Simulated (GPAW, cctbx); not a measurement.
# By hand: from a DFT structure factor to an extinction distance in Rb2CuRhI6

Rb2CuRhI6, Fm-3m (no. 225), a = 11.2901 Å, b = 11.2901 Å, c = 11.2901 Å, α = 90.00°, β = 90.00°, γ = 90.00°.

| atom | mult. | x | y | z |
| --- | --- | --- | --- | --- |
| I1 | 24 | 0 | 0 | 0.7551 |
| Rh1 | 4 | 0 | 0 | 0 |
| Rb1 | 8 | 1/4 | 3/4 | 3/4 |
| Cu1 | 4 | 1/2 | 0 | 0 |

The cell comes from substitution in a known structure type and wasn't matched to any measured phase.

A DFT run (GPAW, PBE, 450 eV, 3×3×3 k-points, Fermi–Dirac width 0.05 eV) gives the static X-ray structure factor of 022 as 149.207 e for the conventional cell; superposed free atoms give 150.838 e. **Problem.** Find the Fourier component V of the crystal potential and the two-beam extinction distance at 120 kV in both cases.

**1. Geometry**

The cell volume is Ω = 1439.09 Å³ and d(022) = 3.9917 Å, so g = 1/d = 0.2505 Å⁻¹.

**2. The nuclei**

Electrons feel nuclei as well as electrons, so the nuclear charges are summed with the same phases.

Phase sums Σ exp(2πi h·x), turned so that the total is real and positive: I -7.967, Rh +4.000, Rb +8.000, Cu +4.000. Then F_Z = 53 × (-7.967) + 45 × (+4.000) + 37 × (+8.000) + 29 × (+4.000) = 169.73 e. The electron term has the same sign for this reflection.

**3. Mott–Bethe**

Poisson's equation, term by term, gives V = (e/4πε₀)(F_Z − F)/(πΩg²), with e/4πε₀ = 14.3996 V Å.

The prefactor is 14.3996 × 3.9917²/(π × 1439.09) = 0.05075 V per electron. Free atoms: (169.73 − 150.838) × 0.05075 = 0.959 V. Crystal: (169.73 − 149.207) × 0.05075 = 1.042 V. F changes by -1.08 % and V by +8.6 %: the same 1.63 e is measured against F_Z − F = 18.9 e in place of F = 150.8 e.

**4. Extinction distance**

In the two-beam case ξ = 1/(λU) with U = 2γm₀eV/h², that is ξ = 150.41 V Å²/(γλV).

At 120 kV, λ = 0.03349 Å and γ = 1.2348. Free atoms: ξ = 3793 Å. Crystal: ξ = 3492 Å. The thickness fringes go as sin²(πt/ξ), so the two patterns slip by a quarter of a period when t|1/ξ₁ − 1/ξ₀| = 1/4, at t ≈ 1098 nm, thicker than usual samples. Thermal motion, absorption and many-beam coupling, left out here, change a real pattern.

**5. Answer**

V(022) is 1.04 V against 0.96 V, and ξ is 3492 against 3793 Å. Limits: static atoms, two beams.
